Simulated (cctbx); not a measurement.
**Diagnosing a refinement**

Cell a = 6.5530 Å, b = 6.5530 Å, c = 13.7640 Å, α = 90.00°, β = 90.00°, γ = 120.00°; space group P-31c (no. 163). The compound is TlAgTe6P2.

Simulated single-crystal data (cctbx): Ga Kα, λ = 1.3414 Å, to d = 0.8 Å, 70 % of the full sphere, strongest reflection 70000 counts, noise from counting, a 3 % proportional error and a noise floor of 8 counts (s.d.); no absorption.

An anisotropic refinement with weights 1/σ² prints:

```text
Rint 0.021, 45 unique reflections to 1.62 A
cycle     R1     wR2    GooF  max shift (A)
   1  0.0093  0.0218   1.503   0.01362
   2  0.0062  0.0154   1.060   0.00000
final R1 0.0062 wR2 0.0154 GooF 1.060  parameters 16  data/parameter 2.8
atom        x        y        z      Ueq    occ   su(xyz)  su(Uiso or U11)
Tl1    0.00000  0.00000  0.75000   0.0095  1.000  0.00000  0.0011
Te1    0.67443  0.02608  0.62122   0.0084  1.000  0.00012  0.0012
Ag1    0.33333  0.66667  0.75000   0.0097  1.000  0.00000  0.0015
P1     0.66667  0.33333  0.66867   0.0170  1.000  0.00044  0.0034
difference map: max 0.20 min -0.13 rms 0.06
Q1    0.0000  0.0000  0.1239    4    0.20  1.74 A from Tl1
Q2    0.0362  0.3363  0.5285   12    0.19  2.07 A from Te1
Q3    0.3333  0.6667  0.1117    4    0.16  0.78 A from P1
Q4    0.0217  0.3461  0.2977   12    0.12  1.12 A from Te1
Q5    0.3333  0.6667  0.6304    4    0.10  1.65 A from Ag1
Q6    0.1111  0.3333  0.2778   12    0.08  1.52 A from Te1
```

Q: Accept it or mend it, and why?

Mend it. The fault: data cut at low resolution. Against the right model at the same level, R1 goes from 0.0079 to 0.0062 and GooF from 1.01 to 1.06. The atoms are right, but there are too few data for the parameters: R1 flatters and the s.u.s grow. Data per parameter fall from 22.2 to 2.8.

The compound is TlAgTe6P2. The right model at the same level gives:

```text
Rint 0.025, 355 unique reflections to 0.80 A
cycle     R1     wR2    GooF  max shift (A)
   1  0.0139  0.0399   2.043   0.00059
   2  0.0079  0.0197   1.006   0.00000
final R1 0.0079 wR2 0.0197 GooF 1.006  parameters 16  data/parameter 22.2
atom        x        y        z      Ueq    occ   su(xyz)  su(Uiso or U11)
Tl1    0.00000  0.00000  0.75000   0.0103  1.000  0.00000  0.0001
Te1    0.67448  0.02626  0.62140   0.0095  1.000  0.00003  0.0001
Ag1    0.33333  0.66667  0.75000   0.0105  1.000  0.00000  0.0001
P1     0.66667  0.33333  0.66772   0.0140  1.000  0.00008  0.0003
difference map: max 0.54 min -0.45 rms 0.14
Q1    0.0000  0.5000  0.0000    6    0.54  1.98 A from Te1
Q2    0.3333  0.6667  0.5121    4    0.49  2.48 A from P1
Q3    0.1149  0.3823  0.4772   12    0.42  1.45 A from Te1
Q4    0.0616  0.3950  0.0454   12    0.41  2.16 A from Te1
Q5    0.1998  0.4943  0.9877   12    0.40  2.01 A from Te1
Q6    0.0725  0.2819  0.9788   12    0.40  1.61 A from Te1
```

The model was made for the exercise: a known structure type with other elements put in, its volume estimated, not relaxed; displacement parameters are assumed.

[Middle refinement cycles are left out of these outputs.]

[Logs are printed without paths, hosts, clocks, repeated set-up lines and the standing remarks that a program may print on its own settings, such as how far it seeks lower states.]
